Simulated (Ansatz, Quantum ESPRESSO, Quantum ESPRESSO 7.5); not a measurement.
# Evanescent states of TlCl, caesium chloride type, lattice constant set to 3.966 Å

How good a tunnel barrier is TlCl, caesium chloride type, lattice constant set to 3.966 Å?

Program: Quantum ESPRESSO 7.5. Level of theory: plane-wave DFT, LDA, GBRV ultrasoft pseudopotentials (cross-check by Ansatz 0.2.0 with PAW datasets). Results are calculated unless marked as measured.

This is a report of a sequence of runs, with most program output left out.

The structure was built from a prototype and need not be the compound's stable phase.

## Step 1: Set-up

The structure is cubic, space group Pm-3m (No. 221). Conventional cell: a = 3.966 Å, b = 3.966 Å, c = 3.966 Å, α = 90.00°, β = 90.00°, γ = 90.00°. Nearest to Tl lie 8 Cl at 3.43 Å. Cl has 8 Tl at 3.43 Å nearest. Farther neighbours and most contacts between anions are not listed.

## Step 2: Ground state

pwcond needs a cell whose third axis lies along the current and stands perpendicular to the other two.

File scf.in:

```
&control
  prefix = 'scf'
  outdir = './out'
  pseudo_dir = './pseudo'
  calculation = 'scf'
  tprnfor = .true.
/
&system
  ibrav = 0
  nat = 2
  ntyp = 2
  ecutwfc = 40
  ecutrho = 200
  occupations = 'fixed'
  nbnd = 14
/
&electrons
  conv_thr = 1e-09
  mixing_beta = 0.6
  electron_maxstep = 120
/
ATOMIC_SPECIES
  Tl  204.3800  tl_lda_v1.2.uspp.F.UPF
  Cl  35.4500  cl_lda_v1.4.uspp.F.UPF
CELL_PARAMETERS angstrom
  3.96600000000000 0.00000000000000 0.00000000000000
  0.00000000000000 3.96600000000000 0.00000000000000
  0.00000000000000 0.00000000000000 3.96600000000000
ATOMIC_POSITIONS crystal
  Tl  0.000000000000 0.000000000000 0.000000000000
  Cl  0.500000000000 0.500000000000 0.500000000000
K_POINTS automatic
  6 6 6 0 0 0
```

Command:

```bash
$ OMP_NUM_THREADS=1 mpirun -n 2 pw.x -nk 2 -in scf.in > scf.out
```

Wall time 4.4 s (2 MPI ranks of Intel Xeon Platinum 8375C at 2.90GHz (Ice Lake), shared host); peak memory 0.19 GiB; 8.4 s of CPU time.

Numbers from this step:

| Item | Value |
| --- | --- |
| free energy | -2425.4749 eV |
| valence top, on the run's zero | 3.717 eV |
| conduction bottom, on the run's zero | 5.801 eV |
| gap by band count | 2.083 eV |

The run needed 9 iterations to bring the estimated error under 1e-09 Ry.

## Step 3: Complex bands with pwcond.x

ikind = 0 solves one period of the crystal for all kz, real and complex, at each energy and k across. ewind and epsproj trim the two-dimensional plane-wave basis; nz1 sets the subslabs.

File cbs.in:

```
&inputcond
  outdir = './out'
  prefixl = 'scf'
  band_file = 'cbs'
  ikind = 0
  ewind = 4.0
  epsproj = 1e-05
  nz1 = 7
  energy0 = 7.44
  denergy = -0.24
/
4
  0.00000000 0.00000000 1.00000000
  0.50000000 0.00000000 1.00000000
  0.50000000 0.50000000 1.00000000
  0.25000000 0.00000000 1.00000000
40
```

Command:

```bash
$ OMP_NUM_THREADS=1 mpirun -n 2 pwcond.x -in cbs.in > cbs.out
```

It took 63 s on 2 MPI ranks; peak memory 0.16 GiB; 2.1 min of CPU time.

Read from the output:

- peak of the smallest κ at the zone centre: 0.18 Å⁻¹
- energy of the peak at the zone centre: 0.96 eV
- peak of the smallest κ at (1/2, 0): 0.239 Å⁻¹
- peak of the smallest κ at (1/2, 1/2): 0.344 Å⁻¹
- peak of the smallest κ at (1/4, 0): 0.473 Å⁻¹

K across = (0, 0) in the cell's reciprocal vectors; values within 0.0025 1/Å of each other count once, columns are sorted by size at each energy, a dash where no further value was kept. Im kz of the slowest decaying states against energy, zero at the highest filled level of the SCF mesh:

| energy (eV) | decay 1 (Å⁻¹) | decay 2 (Å⁻¹) | decay 3 (Å⁻¹) |
| --- | --- | --- | --- |
| -1.92 | 0.531 | 0.656 | 1.44 |
| -1.44 | 0.442 | 0.47 | 1.46 |
| -0.96 | 0.51 | 1.47 | 1.49 |
| -0.48 | 0.346 | 0.57 | 1.46 |
| -0.24 | 0.455 | 0.585 | 1.45 |
| 0.00 | 0.015 | 0.522 | 0.597 |
| 0.24 | 0.13 | 0.568 | 0.605 |
| 0.72 | 0.178 | 0.616 | 0.625 |
| 1.20 | 0.173 | 0.621 | 0.657 |
| 1.68 | 0.131 | 0.62 | 0.672 |
| 2.16 | 0.616 | 0.675 | 1.31 |
| 2.64 | 0.609 | 0.668 | 1.28 |
| 2.88 | 0.604 | 0.661 | 1.26 |
| 3.36 | 0.592 | 0.641 | 1.23 |
| 3.84 | 0.577 | 0.613 | 1.20 |
| 4.32 | 0.559 | 0.575 | 1.16 |
| 4.80 | 0.524 | 0.538 | 1.07 |
| 5.28 | 0.455 | 0.514 | 0.978 |
| 5.76 | 0.354 | 0.487 | 0.879 |
| 6.00 | 0.277 | 0.472 | 0.826 |
| 6.48 | 0.438 | 0.709 | 0.974 |
| 6.96 | 0.401 | 0.57 | 0.921 |
| 7.44 | 0.036 | 0.214 | 0.36 |

K across = (0, 0) in the cell's reciprocal vectors. Table of Re kz of states that move upwards by energy, zero at the highest filled level of the SCF mesh:

| energy (eV) | channel 1 (Å⁻¹) | channel 2 (Å⁻¹) | channel 3 (Å⁻¹) |
| --- | --- | --- | --- |
| -1.92 | - | - | - |
| -1.68 | - | - | - |
| -1.20 | - | - | - |
| -0.96 | 0.254 | 0.307 | 0.307 |
| -0.72 | 0.421 | 0.705 | 0.705 |
| -0.24 | 0.630 | - | - |
| 0.00 | - | - | - |
| 0.24 | - | - | - |
| 0.72 | - | - | - |
| 0.96 | - | - | - |
| 1.20 | - | - | - |
| 1.68 | - | - | - |
| 1.92 | - | - | - |
| 2.16 | -0.730 | - | - |
| 2.64 | -0.615 | - | - |
| 2.88 | -0.574 | - | - |
| 3.36 | -0.504 | - | - |
| 3.60 | -0.471 | - | - |
| 3.84 | -0.440 | - | - |
| 4.32 | -0.381 | - | - |
| 4.56 | -0.353 | - | - |
| 4.80 | -0.325 | - | - |
| 5.28 | -0.270 | - | - |
| 5.52 | -0.242 | - | - |
| 5.76 | -0.215 | - | - |
| 6.24 | -0.159 | - | - |
| 6.48 | -0.584 | -0.584 | -0.130 |
| 6.72 | -0.441 | -0.441 | -0.101 |
| 7.20 | -0.142 | -0.142 | -0.0281 |
| 7.44 | - | - | - |

K across = (1/2, 0) in the cell's reciprocal vectors; values within 0.0025 1/Å of each other count once, columns are sorted by size at each energy, a dash where no further value was kept. Table of Im kz of the slowest decaying states by energy, zero at the highest filled level of the SCF mesh:

| energy (eV) | decay 1 (Å⁻¹) | decay 2 (Å⁻¹) | decay 3 (Å⁻¹) |
| --- | --- | --- | --- |
| -1.92 | 1.16 | 1.16 | 1.27 |
| -1.68 | 1.14 | 1.15 | 1.21 |
| -1.20 | 0.983 | 1.11 | 1.13 |
| -0.96 | 0.798 | 1.10 | 1.12 |
| -0.72 | 0.235 | 1.09 | 1.10 |
| -0.24 | 0.185 | 0.836 | 1.05 |
| 0.00 | 0.01 | 0.213 | 0.921 |
| 0.24 | 0.204 | 0.229 | 0.972 |
| 0.72 | 0.239 | 0.354 | 0.986 |
| 0.96 | 0.233 | 0.412 | 0.968 |
| 1.20 | 0.22 | 0.467 | 0.949 |
| 1.68 | 0.166 | 0.581 | 0.912 |
| 1.92 | 0.111 | 0.653 | 0.893 |
| 2.16 | 0.756 | 0.874 | 0.901 |
| 2.64 | 0.836 | 0.856 | 0.907 |
| 2.88 | 0.817 | 0.831 | 0.871 |
| 3.36 | 0.779 | 0.79 | 1.04 |
| 3.60 | 0.747 | 0.751 | 0.761 |
| 3.84 | 0.581 | 0.721 | 0.742 |
| 4.32 | 0.322 | 0.655 | 0.705 |
| 4.56 | 0.156 | 0.618 | 0.687 |
| 4.80 | 0.112 | 0.578 | 0.669 |
| 5.28 | 0.204 | 0.485 | 0.631 |
| 5.52 | 0.228 | 0.429 | 0.612 |
| 5.76 | 0.244 | 0.362 | 0.592 |
| 6.24 | 0.143 | 0.259 | 0.551 |
| 6.48 | 0.103 | 0.259 | 0.529 |
| 6.72 | 0.156 | 0.255 | 0.506 |
| 7.20 | 0.209 | 0.232 | 0.456 |
| 7.44 | 0.211 | 0.225 | 0.427 |

K across = (1/2, 1/2) in the cell's reciprocal vectors; values within 0.0025 1/Å of each other count once, columns are sorted by size at each energy, a dash where no further value was kept. Table of Im kz of the slowest decaying states by energy, zero at the highest filled level of the SCF mesh:

| energy (eV) | decay 1 (Å⁻¹) | decay 2 (Å⁻¹) | decay 3 (Å⁻¹) |
| --- | --- | --- | --- |
| -1.92 | 0.254 | 0.346 | 1.62 |
| -1.68 | 0.219 | 0.291 | 1.61 |
| -1.20 | 0.25 | 0.331 | 1.59 |
| -0.96 | 0.308 | 0.341 | 1.58 |
| -0.72 | 0.344 | 0.347 | 1.57 |
| -0.24 | 0.29 | 0.348 | 0.383 |
| 0.00 | 0.344 | 0.347 | 0.392 |
| 0.24 | 0.337 | 0.388 | 0.395 |
| 0.72 | 0.317 | 0.387 | 0.442 |
| 0.96 | 0.303 | 0.376 | 0.461 |
| 1.20 | 0.286 | 0.361 | 0.476 |
| 1.68 | 0.243 | 0.315 | 0.497 |
| 1.92 | 0.214 | 0.282 | 0.504 |
| 2.16 | 0.179 | 0.239 | 0.509 |
| 2.64 | 0.042 | 0.057 | 0.513 |
| 2.88 | 0.513 | 1.39 | 1.57 |
| 3.36 | 0.509 | 1.36 | 1.56 |
| 3.60 | 0.505 | 1.34 | 1.55 |
| 3.84 | 0.5 | 1.33 | 1.54 |
| 4.32 | 0.487 | 1.30 | 1.53 |
| 4.56 | 0.478 | 1.28 | 1.52 |
| 4.80 | 0.135 | 0.469 | 1.26 |
| 5.28 | 0.256 | 0.446 | 1.23 |
| 5.52 | 0.293 | 0.432 | 1.21 |
| 5.76 | 0.322 | 0.417 | 1.19 |
| 6.24 | 0.366 | 0.382 | 1.15 |
| 6.48 | 0.362 | 0.383 | 1.13 |
| 6.72 | 0.34 | 0.396 | 1.11 |
| 7.20 | 0.285 | 0.417 | 1.07 |
| 7.44 | 0.251 | 0.425 | 1.04 |

K across = (1/4, 0) in the cell's reciprocal vectors; values within 0.0025 1/Å of each other count once, columns are sorted by size at each energy, a dash where no further value was kept. Im kz of the slowest decaying states against energy, zero at the highest filled level of the SCF mesh:

| energy (eV) | decay 1 (Å⁻¹) | decay 2 (Å⁻¹) | decay 3 (Å⁻¹) |
| --- | --- | --- | --- |
| -1.92 | 0.129 | 0.806 | 1.10 |
| -1.68 | 0.054 | 0.738 | 1.08 |
| -1.20 | 0.144 | 0.523 | 1.03 |
| -0.96 | 0.09 | 0.264 | 1.00 |
| -0.72 | 0.972 | 1.35 | 1.39 |
| -0.24 | 0.122 | 0.558 | 0.907 |
| 0.00 | 0.24 | 0.638 | 0.871 |
| 0.24 | 0.309 | 0.692 | 0.834 |
| 0.72 | 0.399 | 0.757 | 0.761 |
| 0.96 | 0.429 | 0.721 | 0.783 |
| 1.20 | 0.45 | 0.689 | 0.8 |
| 1.68 | 0.471 | 0.636 | 0.821 |
| 1.92 | 0.473 | 0.614 | 0.827 |
| 2.16 | 0.468 | 0.593 | 0.831 |
| 2.64 | 0.442 | 0.552 | 0.831 |
| 2.88 | 0.417 | 0.529 | 0.828 |
| 3.36 | 0.047 | 0.472 | 0.535 |
| 3.60 | 0.431 | 0.557 | 0.809 |
| 3.84 | 0.374 | 0.568 | 0.8 |
| 4.32 | 0.178 | 0.568 | 0.776 |
| 4.56 | 0.231 | 0.558 | 0.762 |
| 4.80 | 0.24 | 0.541 | 0.746 |
| 5.28 | 0.382 | 0.707 | 0.739 |
| 5.52 | 0.471 | 0.684 | 0.701 |
| 5.76 | 0.511 | 0.657 | 0.666 |
| 6.24 | 0.549 | 0.57 | 0.589 |
| 6.48 | 0.472 | 0.538 | 0.558 |
| 6.72 | 0.28 | 0.46 | 0.544 |
| 7.20 | 0.097 | 0.427 | 0.486 |
| 7.44 | 0.11 | 0.457 | 0.481 |

The program's own clock; routines nest. Time by routine:

| routine | wall time (s) | calls |
| --- | --- | --- |
| PWCOND | 62.79 | 1 |
| scatter_forw | 33.24 | 160 |
| compbs | 28.11 | 160 |
| compbs_2 | 26.95 | 160 |
| local | 0.78 | 4 |
| init | 0.63 | 1 |
| poten | 0.1 | 1 |

## Step 4: Complex bands with pwcond.x, with nz1 = 3

A sensitivity test on the input.

cbs.w.in, as its differences from the input of step 3:

```diff
@@ -3,3 +3,3 @@
   prefixl = 'scf'
-  band_file = 'cbs'
+  band_file = 'cbs.w'
   ikind = 0
@@ -7,3 +7,3 @@
   epsproj = 1e-05
-  nz1 = 7
+  nz1 = 3
   energy0 = 7.44
```

Command:

```bash
$ OMP_NUM_THREADS=1 mpirun -n 2 pwcond.x -in cbs.w.in > cbs.w.out
```

Elapsed: 58 s, on 2 MPI ranks; peak memory 0.16 GiB.

The changed values were drawn from a wide range, not chosen for quality; the comparison shows what they did here together.

Beside the run it was changed from:

| quantity | this run | unchanged run | difference |
| --- | --- | --- | --- |
| peak of the smallest κ at the zone centre (Å⁻¹) | 0.181 | 0.18 | 0.0010 |
| peak of the smallest κ at (1/2, 0) (Å⁻¹) | 0.239 | 0.239 | 0 |
| peak of the smallest κ at (1/2, 1/2) (Å⁻¹) | 0.344 | 0.344 | 0 |
| wall time (s) | 58 | 63 |  |

The physical values in this table move by up to 0.56 %.

## Step 5: Complex band structure, with nenergy = 0

One more run, with a changed input.

cbs.bad.in, as its differences from the input of step 3:

```diff
@@ -3,3 +3,3 @@
   prefixl = 'scf'
-  band_file = 'cbs'
+  band_file = 'cbs.bad'
   ikind = 0
@@ -16,2 +16,2 @@
   0.25000000 0.00000000 1.00000000
-40
+0
```

Command:

```bash
$ OMP_NUM_THREADS=1 mpirun -n 2 pwcond.x -in cbs.bad.in > cbs.bad.out
```

Elapsed: 2 s, on 2 MPI ranks; peak memory 0.09 GiB; 3.7 s of CPU time.

The run finished, but its numbers are not taken as the system's. The fault: no energies.

## Step 6: The same in Ansatz

A second code with its own PAW datasets, on the same atoms.

Level of this step: plane-wave DFT, LDA, Ansatz PAW (Ansatz 0.2.0).

File input.yaml:

```yaml
crystal:
  lattice:
    - [3.966, 0.0, 0.0]
    - [0.0, 3.966, 0.0]
    - [0.0, 0.0, 3.966]
  atoms:
    - { symbol: Tl, position: [0.0, 0.0, 0.0] }
    - { symbol: Cl, position: [0.5, 0.5, 0.5] }
kpoints:
  mp_grid: { grid: [6, 6, 6] }
hamiltonian:
  xc: lda
scf:
  occupations: { method: fixed }
  convergence: { dr2_threshold: 1.0e-09 }
output:
  transmission:
    leads: [[0, 0]]
    kpoints: [[0, 0], [0.5, 0], [0.5, 0.5], [0.25, 0]]
    e_range: [-1.92, 7.44]
    de: 0.24
```

Command:

```bash
$ ansatz run input.yaml --threads 2 --pin off --max-ram 4096MiB --backend cpu --events-out ev --progress --plain --runs-dir out
```

Run time: 14 s. Hardware: 2 threads; peak memory 0.44 GiB.

Read from the output:

* free energy: -12192.2378 eV
* gap by band count: 2.082 eV
* symmetry operations: 48
* slowest decay at mid-gap: 0.1798 Å⁻¹
* peak of the smallest κ at the zone centre: 0.1798 Å⁻¹
* peak of the smallest κ at (1/2, 0): 0.2387 Å⁻¹
* peak of the smallest κ at (1/2, 1/2): 0.3432 Å⁻¹
* peak of the smallest κ at (1/4, 0): 0.4721 Å⁻¹
* valence top, on the run's zero: 3.570 eV

K across = (0, 0) in the cell's reciprocal vectors; values within 0.0025 1/Å of each other count once, columns are sorted by size at each energy, a dash where no further value was kept. The Im kz of the slowest decaying states by energy, zero at the highest filled level of the SCF mesh:

| energy (eV) | decay 1 (Å⁻¹) | decay 2 (Å⁻¹) | decay 3 (Å⁻¹) |
| --- | --- | --- | --- |
| -1.92 | 0.530 | 0.655 | 1.44 |
| -1.68 | 0.491 | 0.576 | 1.45 |
| -1.44 | 0.441 | 0.469 | 1.46 |
| -1.20 | 0.290 | 0.336 | 0.390 |
| -0.96 | 0.511 | 1.47 | 1.49 |
| -0.72 | 0.547 | 1.47 | 1.48 |
| -0.48 | 0.350 | 0.569 | 1.46 |
| -0.24 | 0.458 | 0.585 | 1.45 |
| 0.00 | 0.00178 | 0.524 | 0.596 |
| 0.24 | 0.129 | 0.569 | 0.605 |
| 0.72 | 0.178 | 0.615 | 0.627 |
| 0.96 | 0.180 | 0.618 | 0.645 |
| 1.20 | 0.173 | 0.620 | 0.658 |
| 1.44 | 0.157 | 0.620 | 0.667 |
| 1.68 | 0.131 | 0.620 | 0.672 |
| 1.92 | 0.0867 | 0.618 | 0.675 |
| 2.16 | 0.616 | 0.675 | 1.31 |
| 2.40 | 0.613 | 0.673 | 1.29 |
| 2.64 | 0.608 | 0.668 | 1.28 |
| 2.88 | 0.604 | 0.661 | 1.26 |
| 3.12 | 0.598 | 0.653 | 1.25 |
| 3.36 | 0.592 | 0.642 | 1.23 |
| 3.60 | 0.584 | 0.629 | 1.21 |
| 3.84 | 0.577 | 0.613 | 1.20 |
| 4.08 | 0.568 | 0.595 | 1.18 |
| 4.32 | 0.559 | 0.575 | 1.15 |
| 4.56 | 0.548 | 0.551 | 1.11 |
| 4.80 | 0.524 | 0.538 | 1.06 |
| 5.28 | 0.455 | 0.513 | 0.971 |
| 5.52 | 0.411 | 0.500 | 0.923 |
| 5.76 | 0.354 | 0.486 | 0.872 |
| 6.00 | 0.278 | 0.471 | 0.819 |
| 6.24 | 0.148 | 0.455 | 0.763 |
| 6.48 | 0.437 | 0.702 | 0.974 |
| 6.72 | 0.419 | 0.636 | 0.948 |
| 6.96 | 0.400 | 0.562 | 0.921 |
| 7.20 | 0.380 | 0.477 | 0.892 |
| 7.44 | 0.0346 | 0.212 | 0.359 |

K across = (0, 0) in the cell's reciprocal vectors. The Re kz of states that move upwards by energy, zero at the highest filled level of the SCF mesh:

| energy (eV) | channel 1 (Å⁻¹) | channel 2 (Å⁻¹) | channel 3 (Å⁻¹) |
| --- | --- | --- | --- |
| -1.92 | - | - | - |
| -1.68 | - | - | - |
| -1.44 | - | - | - |
| -1.20 | - | - | - |
| -0.96 | 0.256 | 0.315 | 0.315 |
| -0.72 | 0.421 | 0.729 | 0.729 |
| -0.48 | 0.531 | - | - |
| -0.24 | 0.630 | - | - |
| 0.00 | - | - | - |
| 0.24 | - | - | - |
| 0.72 | - | - | - |
| 0.96 | - | - | - |
| 1.20 | - | - | - |
| 1.44 | - | - | - |
| 1.68 | - | - | - |
| 1.92 | - | - | - |
| 2.16 | -0.730 | - | - |
| 2.40 | -0.662 | - | - |
| 2.64 | -0.615 | - | - |
| 2.88 | -0.574 | - | - |
| 3.12 | -0.538 | - | - |
| 3.36 | -0.504 | - | - |
| 3.60 | -0.471 | - | - |
| 3.84 | -0.440 | - | - |
| 4.08 | -0.410 | - | - |
| 4.32 | -0.381 | - | - |
| 4.56 | -0.353 | - | - |
| 4.80 | -0.325 | - | - |
| 5.28 | -0.269 | - | - |
| 5.52 | -0.242 | - | - |
| 5.76 | -0.215 | - | - |
| 6.00 | -0.187 | - | - |
| 6.24 | -0.159 | - | - |
| 6.48 | -0.585 | -0.585 | -0.130 |
| 6.72 | -0.442 | -0.442 | -0.100 |
| 6.96 | -0.313 | -0.313 | -0.0681 |
| 7.20 | -0.144 | -0.144 | -0.0285 |
| 7.44 | - | - | - |

K across = (1/2, 0) in the cell's reciprocal vectors; values within 0.0025 1/Å of each other count once, columns are sorted by size at each energy, a dash where no further value was kept. The Im kz of the slowest decaying states by energy, zero at the highest filled level of the SCF mesh:

| energy (eV) | decay 1 (Å⁻¹) | decay 2 (Å⁻¹) | decay 3 (Å⁻¹) |
| --- | --- | --- | --- |
| -1.92 | 1.16 | 1.16 | 1.27 |
| -1.44 | 1.10 | 1.13 | 1.14 |
| -0.96 | 0.787 | 1.10 | 1.12 |
| -0.48 | 0.139 | 0.665 | 1.07 |
| -0.24 | 0.186 | 0.834 | 1.05 |
| 0.00 | 0.00179 | 0.213 | 0.918 |
| 0.24 | 0.203 | 0.230 | 0.969 |
| 0.72 | 0.239 | 0.354 | 0.986 |
| 1.20 | 0.220 | 0.467 | 0.950 |
| 1.68 | 0.166 | 0.582 | 0.912 |
| 2.16 | 0.763 | 0.874 | 0.902 |
| 2.64 | 0.836 | 0.857 | 0.897 |
| 2.88 | 0.817 | 0.832 | 0.861 |
| 3.36 | 0.779 | 1.04 | - |
| 3.84 | 0.587 | 0.722 | 0.742 |
| 4.32 | 0.322 | 0.656 | 0.705 |
| 4.80 | 0.111 | 0.579 | 0.668 |
| 5.28 | 0.204 | 0.485 | 0.631 |
| 5.76 | 0.243 | 0.362 | 0.592 |
| 6.00 | 0.253 | 0.277 | 0.572 |
| 6.48 | 0.102 | 0.258 | 0.529 |
| 6.96 | 0.187 | 0.244 | 0.481 |
| 7.44 | 0.209 | 0.224 | 0.427 |

K across = (1/2, 1/2) in the cell's reciprocal vectors; values within 0.0025 1/Å of each other count once, columns are sorted by size at each energy, a dash where no further value was kept. The Im kz of the slowest decaying states by energy, zero at the highest filled level of the SCF mesh:

| energy (eV) | decay 1 (Å⁻¹) | decay 2 (Å⁻¹) | decay 3 (Å⁻¹) |
| --- | --- | --- | --- |
| -1.92 | 0.252 | 0.344 | - |
| -1.68 | 0.216 | 0.289 | - |
| -1.20 | 0.253 | 0.330 | - |
| -0.96 | 0.310 | 0.340 | - |
| -0.72 | 0.346 | - | - |
| -0.24 | 0.290 | 0.347 | 0.384 |
| 0.00 | 0.343 | 0.347 | 0.393 |
| 0.24 | 0.337 | 0.387 | 0.395 |
| 0.72 | 0.316 | 0.387 | 0.442 |
| 0.96 | 0.302 | 0.376 | 0.461 |
| 1.20 | 0.286 | 0.361 | 0.476 |
| 1.68 | 0.242 | 0.315 | 0.496 |
| 1.92 | 0.214 | 0.282 | 0.503 |
| 2.16 | 0.179 | 0.239 | 0.508 |
| 2.64 | 0.0408 | 0.0561 | 0.512 |
| 2.88 | 0.512 | 1.39 | - |
| 3.36 | 0.508 | 1.36 | - |
| 3.60 | 0.505 | 1.34 | - |
| 3.84 | 0.499 | 1.33 | - |
| 4.32 | 0.486 | 1.30 | - |
| 4.56 | 0.477 | 1.28 | - |
| 4.80 | 0.135 | 0.468 | 1.26 |
| 5.28 | 0.257 | 0.444 | 1.23 |
| 5.52 | 0.293 | 0.431 | 1.21 |
| 5.76 | 0.322 | 0.416 | 1.19 |
| 6.24 | 0.366 | 0.381 | 1.15 |
| 6.48 | 0.360 | 0.382 | 1.13 |
| 6.72 | 0.338 | 0.396 | 1.11 |
| 7.20 | 0.283 | 0.417 | 1.07 |
| 7.44 | 0.248 | 0.425 | 1.04 |

K across = (1/4, 0) in the cell's reciprocal vectors; values within 0.0025 1/Å of each other count once, columns are sorted by size at each energy, a dash where no further value was kept. Im kz of the slowest decaying states against energy, zero at the highest filled level of the SCF mesh:

| energy (eV) | decay 1 (Å⁻¹) | decay 2 (Å⁻¹) | decay 3 (Å⁻¹) |
| --- | --- | --- | --- |
| -1.92 | 0.126 | 0.805 | 1.10 |
| -1.44 | 0.146 | 0.648 | 1.05 |
| -0.96 | 0.0917 | 0.254 | 1.00 |
| -0.48 | 0.424 | 0.940 | 1.36 |
| -0.24 | 0.123 | 0.560 | 0.906 |
| 0.00 | 0.241 | 0.639 | 0.870 |
| 0.24 | 0.310 | 0.693 | 0.833 |
| 0.72 | 0.399 | 0.756 | 0.761 |
| 1.20 | 0.450 | 0.688 | 0.800 |
| 1.68 | 0.471 | 0.635 | 0.821 |
| 2.16 | 0.467 | 0.592 | 0.830 |
| 2.64 | 0.441 | 0.551 | 0.830 |
| 2.88 | 0.416 | 0.528 | 0.827 |
| 3.36 | 0.0397 | 0.471 | 0.533 |
| 3.84 | 0.373 | 0.566 | 0.799 |
| 4.32 | 0.179 | 0.567 | 0.775 |
| 4.80 | 0.239 | 0.539 | 0.745 |
| 5.28 | 0.383 | 0.706 | 0.738 |
| 5.76 | 0.510 | 0.657 | 0.666 |
| 6.00 | 0.534 | 0.625 | 0.633 |
| 6.48 | 0.472 | 0.538 | 0.557 |
| 6.96 | 0.0661 | 0.24 | 0.514 |
| 7.44 | 0.109 | 0.456 | 0.480 |

## Step 7: Worked from the printed numbers

T falls as exp(−2κd). With κ = 0.178 1/Å, 10 Å of barrier pass exp(−2 × 0.178 × 10) = 0.029 of that channel, interfaces aside.

## Step 8: Results

* gap on the SCF mesh: 2.08 eV
* smallest κ at mid-gap among the four k points, at the zone centre: 0.178 Å⁻¹
* peak of the smallest κ in the stop band at the zone centre: 0.180 Å⁻¹
* peak of the smallest κ in the stop band at (1/2, 0): 0.239 Å⁻¹
* peak of the smallest κ in the stop band at (1/2, 1/2): 0.344 Å⁻¹
* peak of the smallest κ in the stop band at (1/4, 0): 0.473 Å⁻¹
* energy of the peak at the zone centre, over the highest filled level: 0.96 eV
* peak at the zone centre by Ansatz: 0.180 Å⁻¹

**Reading.** With a gap of 2.08 eV on the mesh, the smallest κ at mid-gap among the four k points, at the zone centre is 0.178 Å⁻¹ (LDA, GBRV ultrasoft). For a barrier with the Fermi level at mid-gap the slowest state found, at the zone centre, loses a factor of ten in probability every 6.5 Å or so. Stop bands away from the zone centre are mostly wider than the gap, so their peaks can lie above the conduction bottom. At the zone centre pwcond's peak is 0.180 and Ansatz's 0.180 1/Å, 0 % apart. A semilocal gap is too small, often by a third to a half and by more in narrow-gap crystals, so real barriers decay faster. Spin-orbit coupling is left out; depending on the atoms that carry the levels of interest, it can split and shift them by tenths of an eV to an eV or more.

[Logs are printed without paths, hosts, clocks, repeated set-up lines and the standing remarks that a program may print on its own settings, such as how far it seeks lower states.]

[Hosts, paths, dates, database ids (printed as entryN), source tags and the programs' standing remarks are cut or masked in the printed files.]

[Maps of the electrostatic potential energy from Ansatz leave out the sawtooth potential of an applied field or a dipole correction, so their vacuum need not be flat; planar profiles and work functions include it.]
